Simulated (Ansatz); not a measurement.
**CdPb2: relaxing a made-up structure**

Starting from a made-up structure for CdPb2, the aim is the relaxed cell, its shortest contacts and, where a second run follows, its electronic structure.

Main program and level: Ansatz 0.2.0; DFT, PBE, plane-wave PAW, files of the set soft_1, scalar-relativistic, no spin, cell and ions relaxed at zero pressure; PAW set soft_1, in the first sound run; inputs show where later runs differ.

## Step 1: The structure

It takes space group C2/m (No. 12, monoclinic). Conventional cell: a = 7.423 Å, b = 5.250 Å, c = 4.591 Å, α = 90.00°, β = 90.83°, γ = 90.00°. Pb has 3 Pb at 2.70 to 2.83 Å and 2 Cd at 3.24 to 3.37 Å nearest. Nearest to Cd lie 4 Pb at 3.24 to 3.37 Å. Farther neighbours are not listed.

## Step 2: Relaxation of the guess

The guessed cell has no reason to be at equilibrium. It is relaxed with the atoms, within the space group of the guess.

The input, input.yaml:

```yaml
crystal:
  lattice:
    - [3.7115, -2.625, 0.0]
    - [3.7115, 2.625, 0.0]
    - [-0.066503969, 0.0, 4.590518296]
  atoms:
    - { symbol: Pb, position: [0.6806, 0.6806, 0.4721] }
    - { symbol: Pb, position: [0.3194, 0.3194, 0.5279] }
    - { symbol: Cd, position: [0.0, 0.0, 0.0] }
kpoints:
  mp_grid: { grid: [6, 6, 6] }
scf:
  occupations: { method: fermi_dirac, width: 0.05 }
hamiltonian:
  xc: pbe
  pseudopotentials: { kind: paw, azcp: { folder: soft_1 } }
relax:
  f_tol: 0.015
  max_steps: 70
  cell: {}
output:
  forces: true
  stress: true
```

Run with:

```
ansatz run input.yaml --threads 4 --pin off --max-ram 10240MiB --backend cpu --events-out ev --progress --plain --runs-dir out
```

Numbers of over 12 decimals in the logs are rounded to 6 here.

The log of the run:

```text
Engine: ansatz 0.2.0, aarch64-unknown-linux-gnu
Pseudopotentials: kind: paw
Pseudopotential: Pb, paw, valence charge 14, recommended cutoff 420 eV (normal), soft_1/Pb.paw.azcp
Pseudopotential: Cd, paw, valence charge 20, recommended cutoff 420 eV (normal), soft_1/Cd.paw.azcp
Functional definition: PBE
  parameter kappa = 0.804
  parameter beta = 0.066725
  exchange = pbe_x(kappa = kappa, mu = beta*pi^2/3)
  correlation = pbe_c(beta = beta)
Crystal: 3 atoms, lattice volume = 89.448 Å³
Basis set: ecut = 420 eV, 1753 PW (Γ), exchange–correlation on 64×64×64 points (8 copies of the dense FFT grid, shifted against one another)
Bands: 29, of which v1, the nominal top of the filled ones, is band 24 counted from 1 (23 counted from 0)
Symmetry: 4 space group operations
Space group: C2/m (ITA 12), of the structure as read, at distance tolerance 4.5e-5 Å
k-points: 68 of 216
Non-local potential: Pb, projectors of the file, l = 0: 2, l = 1: 2, l = 2: 2, l = 3: 1
Non-local potential: Cd, projectors of the file, l = 0: 3, l = 1: 2, l = 2: 2, l = 3: 1
PAW form: soft (Blöchl's): semilocal exchange-correlation on the pseudo side does not see the compensation charge
PAW one-centre angular grid: Pb, 590 points (default); XC on 64 Gauss nodes
PAW one-centre angular grid: Cd, 590 points (default); XC on 64 Gauss nodes
Initial density: superposition of atomic densities (chi_scale 0.1, normalization cell, long waves kept (reshape's long-wave potential 0.00 eV rms))
Initial wavefunctions: pseudopotential atomic-orbital guess
Functional: x = pbe(κ = 0.804, μ = 0.219515), c = pbe(β = 0.066725)
SCF iter   1: F=—  HF=-32071.489058 eV  |F-HF|=—  |Δ(HF+E_count)|=         —  Δρ=4.03e-2  dr2=2.46e0  ethr=3.10e-3  ⟨swp⟩=6.9  Hψ=8666  notcnv=0
preconditioner: auto → Kerker (q_TF=auto, 2.459 Å⁻¹)  [metal: Δε(μ)=0.046 eV  Ē_g=14.988 eV  σ=0.050 eV  W_gap=0.22  n_scr=22 (ndim 8)  ℏωp=24.8 eV  f_vac=0.000  D(μ)=2.08/eV (n_scr^D=16)]
SCF iter   2: F=—  HF=-32070.815548 eV  |F-HF|=—  |Δ(HF+E_count)|=   6.74e-1  Δρ=1.67e-2  dr2=6.27e-1  ethr=3.10e-3  ⟨swp⟩=3.0  Hψ=3648  notcnv=0  defer=12
SCF iter   3: F=—  HF=-32070.639047 eV  |F-HF|=—  |Δ(HF+E_count)|=   1.77e-1  Δρ=6.23e-3  dr2=8.94e-2  ethr=1.31e-3  ⟨swp⟩=4.0  Hψ=3879  notcnv=0  defer=12
SCF iter   4: F=—  HF=-32070.612284 eV  |F-HF|=—  |Δ(HF+E_count)|=   2.68e-2  Δρ=1.52e-3  dr2=3.51e-3  ethr=1.86e-4  ⟨swp⟩=3.2  Hψ=3267  notcnv=0  defer=12
SCF iter   5: F=—  HF=-32070.611249 eV  |F-HF|=—  |Δ(HF+E_count)|=   1.04e-3  Δρ=5.14e-4  dr2=4.29e-4  ethr=7.30e-6  ⟨swp⟩=2.0  Hψ=2740  notcnv=0  defer=12
SCF iter   6: F=—  HF=-32070.611241 eV  |F-HF|=—  |Δ(HF+E_count)|=   8.16e-6  Δρ=1.91e-4  dr2=5.03e-5  ethr=8.94e-7  ⟨swp⟩=3.0  Hψ=3498  notcnv=0  defer=12
SCF iter   7: F=—  HF=-32070.611262 eV  |F-HF|=—  |Δ(HF+E_count)|=   2.17e-5  Δρ=4.42e-5  dr2=3.37e-6  ethr=1.05e-7  ⟨swp⟩=2.0  Hψ=2644  notcnv=0  defer=12
SCF iter   8: F=—  HF=-32070.611263 eV  |F-HF|=—  |Δ(HF+E_count)|=   1.25e-6  Δρ=1.65e-5  dr2=4.59e-7  ethr=7.01e-9  ⟨swp⟩=2.0  Hψ=2610  notcnv=0  defer=12
SCF iter   9: F=-32070.611264 eV  HF=-32070.611264 eV  |F-HF|=2.19e-9  |Δ(HF+E_count)|=   1.19e-7  Δρ=4.61e-6  dr2=2.79e-8  ethr=2.08e-10  ⟨swp⟩=5.2  Hψ=7198  notcnv=0
SCF 1 converged in 9 iterations: F = -32070.611264 eV  dr2 = 2.79e-8
  greatest PAW one-centre occupation: 1.000 electrons in one spin orbital (limit 2), on the Cd atom at site 2 (counted from 0), in its partial waves of l = 0
relax step   1: F+E_penalty+E_count = -32070.61126357 eV  Δ(F+E_penalty+E_count) = +0.000e0 eV  max|allowed force component| = 1.527e0 eV/Å  Δτ_max = 0.0000 Å  P = +9.036 GPa  Ω = 89.448 Å³  (9 SCF iters, dr2 threshold 1.00e-7 eV, accepted)
Crystal: 3 atoms, lattice volume = 96.724 Å³
Basis set: ecut = 420 eV, 1869 PW (Γ), exchange–correlation on 64×64×64 points (8 copies of the dense FFT grid, shifted against one another)
Initial density: handed on by an earlier stage of this run
Initial wavefunctions: those handed on with the density
iter 1 solved again at ethr=4.71e-5 eV; its pass at ethr=3.10e-3 eV (dr2=2.26e-2 eV) is discarded
SCF iter   1: F=—  HF=-32071.227289 eV  |F-HF|=—  |Δ(HF+E_count)|=         —  Δρ=4.73e-3  dr2=2.34e-2  ethr=4.71e-5  ⟨swp⟩=1.7  Hψ=12412  notcnv=0
preconditioner: auto → Kerker (q_TF=auto, 2.428 Å⁻¹)  [metal: Δε(μ)=0.044 eV  Ē_g=14.826 eV  σ=0.050 eV  W_gap=0.21  n_scr=22 (ndim 8)  ℏωp=23.9 eV  f_vac=0.003  D(μ)=1.49/eV (n_scr^D=8)]
SCF iter   2: F=—  HF=-32071.223977 eV  |F-HF|=—  |Δ(HF+E_count)|=   3.31e-3  Δρ=2.83e-3  dr2=8.43e-3  ethr=4.71e-5  ⟨swp⟩=1.2  Hψ=1990  notcnv=0
SCF iter   3: F=—  HF=-32071.222904 eV  |F-HF|=—  |Δ(HF+E_count)|=   1.07e-3  Δρ=4.90e-4  dr2=3.40e-4  ethr=1.76e-5  ⟨swp⟩=2.1  Hψ=3342  notcnv=0
SCF iter   4: F=—  HF=-32071.222910 eV  |F-HF|=—  |Δ(HF+E_count)|=   5.93e-6  Δρ=2.39e-4  dr2=9.54e-5  ethr=7.07e-7  ⟨swp⟩=2.0  Hψ=3518  notcnv=0
SCF iter   5: F=—  HF=-32071.222961 eV  |F-HF|=—  |Δ(HF+E_count)|=   5.10e-5  Δρ=1.03e-4  dr2=1.89e-5  ethr=1.99e-7  ⟨swp⟩=2.0  Hψ=2941  notcnv=0
SCF iter   6: F=—  HF=-32071.222959 eV  |F-HF|=—  |Δ(HF+E_count)|=   2.00e-6  Δρ=3.43e-5  dr2=2.22e-6  ethr=3.94e-8  ⟨swp⟩=2.0  Hψ=3225  notcnv=0
SCF iter   7: F=-32071.222959 eV  HF=-32071.222959 eV  |F-HF|=3.45e-8  |Δ(HF+E_count)|=   2.15e-8  Δρ=9.79e-6  dr2=2.29e-7  ethr=6.25e-10  ⟨swp⟩=3.1  Hψ=7903  notcnv=0
SCF 2 converged in 7 iterations: F = -32071.222959 eV  dr2 = 2.29e-7
relax step   2: F+E_penalty+E_count = -32071.22295853 eV  Δ(F+E_penalty+E_count) = -6.117e-1 eV  max|allowed force component| = 2.740e-1 eV/Å  Δτ_max = 0.1058 Å  P = +3.014 GPa  Ω = 96.724 Å³  energy of the carried Pulay correction = -1.405e-3 eV  (7 SCF iters, dr2 threshold 3.00e-7 eV, accepted)
Crystal: 3 atoms, lattice volume = 99.082 Å³
Basis set: ecut = 420 eV, 1929 PW (Γ), exchange–correlation on 64×64×64 points (8 copies of the dense FFT grid, shifted against one another)
iter 1 solved again at ethr=9.85e-6 eV; its pass at ethr=3.10e-3 eV (dr2=4.73e-3 eV) is discarded
SCF iter   1: F=—  HF=-32071.447543 eV  |F-HF|=—  |Δ(HF+E_count)|=         —  Δρ=2.21e-3  dr2=4.85e-3  ethr=9.85e-6  ⟨swp⟩=2.1  Hψ=12908  notcnv=0
preconditioner: auto → Kerker (q_TF=auto, 2.418 Å⁻¹)  [metal: Δε(μ)=0.005 eV  Ē_g=14.690 eV  σ=0.050 eV  W_gap=0.03  n_scr=22 (ndim 8)  ℏωp=23.6 eV  f_vac=0.001  D(μ)=2.03/eV (n_scr^D=8)]
SCF iter   2: F=—  HF=-32071.446910 eV  |F-HF|=—  |Δ(HF+E_count)|=   6.33e-4  Δρ=1.30e-3  dr2=1.69e-3  ethr=9.85e-6  ⟨swp⟩=1.4  Hψ=2575  notcnv=0
SCF iter   3: F=—  HF=-32071.446751 eV  |F-HF|=—  |Δ(HF+E_count)|=   1.59e-4  Δρ=2.82e-4  dr2=1.09e-4  ethr=3.53e-6  ⟨swp⟩=2.7  Hψ=3297  notcnv=0
[...]
relax step   7: F+E_penalty+E_count = -32071.94074246 eV  Δ(F+E_penalty+E_count) = -8.720e-2 eV  max|allowed force component| = 1.849e-2 eV/Å  Δτ_max = 0.1950 Å  P = +0.097 GPa  Ω = 90.920 Å³  energy of the carried Pulay correction = -2.995e-4 eV  (7 SCF iters, dr2 threshold 3.00e-7 eV, accepted)
relax step   8: F+E_penalty+E_count = -32071.96393428 eV  Δ(F+E_penalty+E_count) = -2.319e-2 eV  max|allowed force component| = 4.369e-2 eV/Å  Δτ_max = 0.0598 Å  P = -0.210 GPa  Ω = 90.947 Å³  energy of the carried Pulay correction = -3.049e-4 eV  (6 SCF iters, dr2 threshold 3.00e-7 eV, accepted)
relax step   9: F+E_penalty+E_count = -32071.98351207 eV  Δ(F+E_penalty+E_count) = -1.958e-2 eV  max|allowed force component| = 9.921e-2 eV/Å  Δτ_max = 0.0404 Å  P = -0.220 GPa  Ω = 90.415 Å³  energy of the carried Pulay correction = -1.977e-4 eV  (6 SCF iters, dr2 threshold 3.00e-7 eV, accepted)
relax step  10: F+E_penalty+E_count = -32072.01204946 eV  Δ(F+E_penalty+E_count) = -2.854e-2 eV  max|allowed force component| = 1.050e-1 eV/Å  Δτ_max = 0.0304 Å  P = +1.140 GPa  Ω = 86.496 Å³  energy of the carried Pulay correction = +6.258e-4 eV  (6 SCF iters, dr2 threshold 3.00e-7 eV, accepted)
relax step  11: F+E_penalty+E_count = -32072.02160847 eV  Δ(F+E_penalty+E_count) = -9.559e-3 eV  max|allowed force component| = 7.529e-2 eV/Å  Δτ_max = 0.0823 Å  P = -0.074 GPa  Ω = 88.373 Å³  energy of the carried Pulay correction = +2.238e-4 eV  (6 SCF iters, dr2 threshold 3.00e-7 eV, accepted)
relax step  12: F+E_penalty+E_count = -32071.98858331 eV  Δ(F+E_penalty+E_count) = +3.303e-2 eV  max|allowed force component| = 9.141e-2 eV/Å  Δτ_max = 0.1188 Å  P = -1.657 GPa  Ω = 93.416 Å³  energy of the carried Pulay correction = -7.891e-4 eV  (7 SCF iters, dr2 threshold 3.00e-7 eV, rejected (line search))
relax step  13: F+E_penalty+E_count = -32072.03749414 eV  Δ(F+E_penalty+E_count) = -1.589e-2 eV  max|allowed force component| = 2.634e-3 eV/Å  Δτ_max = 0.0973 Å  P = +0.494 GPa  Ω = 87.306 Å³  energy of the carried Pulay correction = +4.506e-4 eV  (10 SCF iters, accepted)
relax step  14: F+E_penalty+E_count = -32072.04134484 eV  Δ(F+E_penalty+E_count) = -3.851e-3 eV  max|allowed force component| = 2.147e-2 eV/Å  Δτ_max = 0.0256 Å  P = -0.361 GPa  Ω = 89.178 Å³  energy of the carried Pulay correction = +5.589e-5 eV  (6 SCF iters, dr2 threshold 3.00e-7 eV, accepted)
relax step  15: F+E_penalty+E_count = -32072.04325043 eV  Δ(F+E_penalty+E_count) = -1.906e-3 eV  max|allowed force component| = 1.548e-3 eV/Å  Δτ_max = 0.0235 Å  P = +0.080 GPa  Ω = 88.335 Å³  energy of the carried Pulay correction = +2.319e-4 eV  (5 SCF iters, dr2 threshold 3.00e-7 eV, accepted)
relax step  16: F+E_penalty+E_count = -32072.04337226 eV  Δ(F+E_penalty+E_count) = -1.218e-4 eV  max|allowed force component| = 2.496e-3 eV/Å  Δτ_max = 0.0040 Å  P = +0.005 GPa  Ω = 88.444 Å³  energy of the carried Pulay correction = +2.091e-4 eV  (4 SCF iters, dr2 threshold 1.01e-7 eV, accepted)
relax step  17: F+E_penalty+E_count = -32072.05677444 eV  Δ(F+E_penalty+E_count) = -1.340e-2 eV  max|allowed force component| = 7.172e-4 eV/Å  Δτ_max = 0.0000 Å  P = +0.339 GPa  Ω = 88.444 Å³  stress off target by 7.58e-1 GPa  SCF on the basis re-selected at this cell (its energy is not comparable with the rows above)  (7 SCF iters)
relax step  18: F+E_penalty+E_count = -32072.05917027 eV  Δ(F+E_penalty+E_count) = -2.396e-3 eV  max|allowed force component| = 3.724e-3 eV/Å  Δτ_max = 0.0131 Å  P = +0.111 GPa  Ω = 88.961 Å³  energy of the carried Pulay correction = -9.664e-5 eV  (4 SCF iters, dr2 threshold 3.00e-7 eV, accepted)
relax step  19: F+E_penalty+E_count = -32072.05955308 eV  Δ(F+E_penalty+E_count) = -3.828e-4 eV  max|allowed force component| = 2.818e-3 eV/Å  Δτ_max = 0.0119 Å  P = -0.014 GPa  Ω = 89.276 Å³  energy of the carried Pulay correction = -1.553e-4 eV  (4 SCF iters, dr2 threshold 1.85e-7 eV, accepted)
iter 1 solved again at ethr=4.69e-8 eV; its pass at ethr=3.10e-3 eV (dr2=2.25e-5 eV) is discarded
SCF iter   1: F=—  HF=-32072.059652 eV  |F-HF|=—  |Δ(HF+E_count)|=         —  Δρ=6.23e-5  dr2=2.66e-7  ethr=4.69e-8  ⟨swp⟩=3.7  Hψ=14030  notcnv=0
preconditioner: auto → Kerker (q_TF=auto, 2.460 Å⁻¹)  [metal: Δε(μ)=0.084 eV  Ē_g=14.760 eV  σ=0.050 eV  W_gap=0.37  n_scr=24 (ndim 8)  ℏωp=24.9 eV  f_vac=0.000  D(μ)=1.32/eV (n_scr^D=6)]
SCF iter   2: F=—  HF=-32072.059713 eV  |F-HF|=—  |Δ(HF+E_count)|=   6.06e-5  Δρ=3.19e-5  dr2=9.53e-8  ethr=5.54e-10  ⟨swp⟩=2.4  Hψ=3493  notcnv=0
SCF iter   3: F=—  HF=-32072.059719 eV  |F-HF|=—  |Δ(HF+E_count)|=   6.15e-6  Δρ=3.92e-6  dr2=1.27e-8  ethr=1.98e-10  ⟨swp⟩=2.6  Hψ=2987  notcnv=0
SCF iter   4: F=—  HF=-32072.059719 eV  |F-HF|=—  |Δ(HF+E_count)|=   2.63e-8  Δρ=1.55e-6  dr2=2.21e-9  ethr=2.65e-11  ⟨swp⟩=2.3  Hψ=3020  notcnv=0
SCF iter   5: F=—  HF=-32072.059719 eV  |F-HF|=—  |Δ(HF+E_count)|=   6.84e-9  Δρ=4.08e-7  dr2=1.49e-10  ethr=4.60e-12  ⟨swp⟩=2.0  Hψ=3170  notcnv=0
SCF iter   6: F=-32072.059719 eV  HF=-32072.059719 eV  |F-HF|=0.00e0  |Δ(HF+E_count)|=  3.09e-10  Δρ=1.00e-7  dr2=1.53e-11  ethr=1.00e-12  ⟨swp⟩=6.0  Hψ=8881  notcnv=0
SCF 20 converged in 6 iterations: F = -32072.059719 eV  dr2 = 1.53e-11
relax step  20: F+E_penalty+E_count = -32072.05971915 eV  Δ(F+E_penalty+E_count) = -1.661e-4 eV  max|allowed force component| = 2.832e-3 eV/Å  Δτ_max = 0.0000 Å  P = -0.014 GPa  Ω = 89.276 Å³  stress off target by 4.32e-2 GPa  SCF on the basis re-selected at this cell (its energy is not comparable with the rows above)  (6 SCF iters)
basis re-selected at this cell: Δ(F+E_penalty+E_count) = -1.661e-4 eV, ΔP = -0.000 GPa vs the last step (what re-selecting the basis moved, of the pressure what is left beyond the Pulay correction that the steps carried, after the strain that the cell walked since its last selection, with what the two solves' SCF thresholds leave and, on support functions, any second-order correction that the steps lacked; it is no m [...]
SCF converged after 6 iterations
Free energy (F): -32072.059719 eV
Harris-Foulkes:  -32072.059719 eV  (|F-HF|=0.00e0)
Internal energy: -32072.048506 eV  (E = F + TS)
E sigma→0 (E₀):  -32072.054113 eV
Entropy (-TS):   -0.011213 eV (-3.738 meV/atom)
Fermi energy:    10.769618 eV
--- Per-component energies (eV) ---
  E_band       = -541.678666
  E_kinetic    = 1026.338125
  E_local      = -5605.426062  (includes V_loc(G=0)·N_el)
  E_nonlocal   = 728.966079
  E_hartree    = 2438.040068
  E_xc         = -567.780306
  E_vxc        = -471.527081  (∫ρ·V_xc dr)
  E_paw        = -24885.055663  (= ΣΔE_a)
  E_vpaw       = -1096.110210  (= ΣTr[D̂ρ^β])
  E_aug_tail   = 0.000321  (compensation charges beyond the density's cutoff)
  E_ewald      = -5207.131067
  E_smearing   = -0.011213  (= −TS)
  E_closure    = 0.000000  (closes the sum)
  Σ components = -32072.059719   (vs F -32072.059719, Δ=0.00e0)
--- Forces (eV/Å), atoms counted from 1 ---
  atom   1  Pb    -0.00258599    -0.00000000    -0.00283158
  atom   2  Pb     0.00258599     0.00000000     0.00283158
  atom   3  Cd     0.00000000     0.00000000     0.00000000
  max |Σ_I F_I| component: 1.58e-30 eV/Å
--- Stress (GPa, compression-positive) ---
        0.020007      -0.000000      -0.007757
       -0.000000      -0.043196       0.000000
       -0.007757       0.000000      -0.020131
  P = ⅓ Tr σ = -0.0144 GPa (-0.144 kbar)
--- Relaxed structure (18 steps of the walk, 17 accepted, 2 SCFs on fresh bases) ---
  F+E_penalty+E_count = -32072.05971915 eV   max|allowed force component| = 2.832e-3 eV/Å   (the final SCF, on the basis selected at the relaxed cell)
  cell:  # Å, volume = 89.2760 Å³
    - [4.411709, -2.964247, -0.166198]
    - [4.411709, 2.964247, -0.166198]
    - [-0.284610, -2.5899841123876757e-16, 3.424093]
  atoms:
    - { symbol: Pb, position: [0.677628, 0.677628, 0.298331] }
    - { symbol: Pb, position: [0.322372, 0.322372, 0.701669] }
    - { symbol: Cd, position: [-6.443885796580783e-19, -6.443885796580786e-19, -1.007713937945164e-18] }
```

The job ended after 49 s (4 threads of Arm Neoverse V1, shared host; peak memory 0.48 GiB).

Relaxation path:

| step | energy less that of the first step (eV) | largest force component (eV/Å) | pressure (GPa) | volume (Å³) |
| --- | --- | --- | --- | --- |
| 1 | 0.0000 | 1.5265 | 9.04 | 89.45 |
| 2 | -0.6117 | 0.2740 | 3.01 | 96.72 |
| 3 | -0.8355 | 0.1733 | 0.90 | 99.08 |
| 4 | -1.0086 | 0.1722 | 0.27 | 97.71 |
| 5 | -1.1174 | 0.3620 | 0.14 | 95.57 |
| 6 | -1.2423 | 0.3035 | -0.27 | 93.82 |
| 7 | -1.3295 | 0.0185 | 0.10 | 90.92 |
| 8 | -1.3527 | 0.0437 | -0.21 | 90.95 |
| 9 | -1.3722 | 0.0992 | -0.22 | 90.42 |
| 10 | -1.4008 | 0.1050 | 1.14 | 86.50 |
| 11 | -1.4103 | 0.0753 | -0.07 | 88.37 |
| 12 | -1.3773 | 0.0914 | -1.66 | 93.42 |
| 13 | -1.4262 | 0.0026 | 0.49 | 87.31 |
| 14 | -1.4301 | 0.0215 | -0.36 | 89.18 |
| 15 | -1.4320 | 0.0015 | 0.08 | 88.33 |
| 16 | -1.4321 | 0.0025 | 0.01 | 88.44 |
| 17* | -1.4455 | 0.0007 | 0.34 | 88.44 |
| 18 | -1.4479 | 0.0037 | 0.11 | 88.96 |
| 19 | -1.4483 | 0.0028 | -0.01 | 89.28 |
| 20* | -1.4485 | 0.0028 | -0.01 | 89.28 |

Relaxation steps marked * repeat the geometry before them on a plane-wave basis chosen anew for their cell, so energy and pressure can jump there. Relaxation step 12 was tried and not accepted.

Forces are held to the 4 operations that the run works with; a distortion that breaks them can't arise in this run.

| cell as run | before | after | change |
| --- | --- | --- | --- |
| a (Å) | 4.546 | 5.318 | +17.0 % |
| b (Å) | 4.546 | 5.318 | +17.0 % |
| c (Å) | 4.591 | 3.436 | -25.2 % |
| α (°) | 90.68 | 95.73 | +5.6 % |
| β (°) | 90.68 | 95.73 | +5.6 % |
| γ (°) | 70.54 | 67.76 | -3.9 % |
| volume (Å³/atom) | 29.82 | 29.76 | -0.2 % |

The atoms that moved most (Å, as changes of fractional coordinates times the final cell):

| atom | dx | dy | dz | length |
| --- | --- | --- | --- | --- |
| Pb1 | 0.023 | 0.000 | -0.594 | 0.594 |
| Pb2 | -0.023 | 0.000 | 0.594 | 0.594 |

The relaxed structure:

```xyz
3
Lattice="4.4117 -2.9642 -0.1662 4.4117 2.9642 -0.1662 -0.2846 0.0000 3.4241" Properties=species:S:1:pos:R:3 pbc="T T T"
Pb    5.8941    0.0000    0.7963
Pb    2.6447    0.0000    2.2954
Cd    0.0000    0.0000    0.0000
```

This step gave:

```yaml
free_energy: -32072.0597 eV
energy_at_zero_smearing: -32072.0541 eV
smearing_term_ts: 0.01121 eV
fermi_energy: 10.77 eV
electrons: 48
symmetry_operations: 4
pressure: -0.01444 GPa
```

Shortest distances by pair of elements, guess and relaxed (not always the same contact):

| pair | guess (Å) | relaxed (Å) |
| --- | --- | --- |
| Cd–Pb | 3.235 | 3.139 |
| Pb–Pb | 2.697 | 3.436 |
| Cd–Cd | 4.546 | 3.436 |

The relaxation ends with a largest force component of 0.0028 eV/Å and a pressure of -0.01 GPa.

(Part 1 of 2 ends here.)

[Logs are printed without paths, hosts, clocks, repeated set-up lines and the standing remarks that a program may print on its own settings, such as how far it seeks lower states.]

[Hosts, paths, dates, database ids (printed as entryN), source tags and the programs' standing remarks are cut or masked in the printed files.]
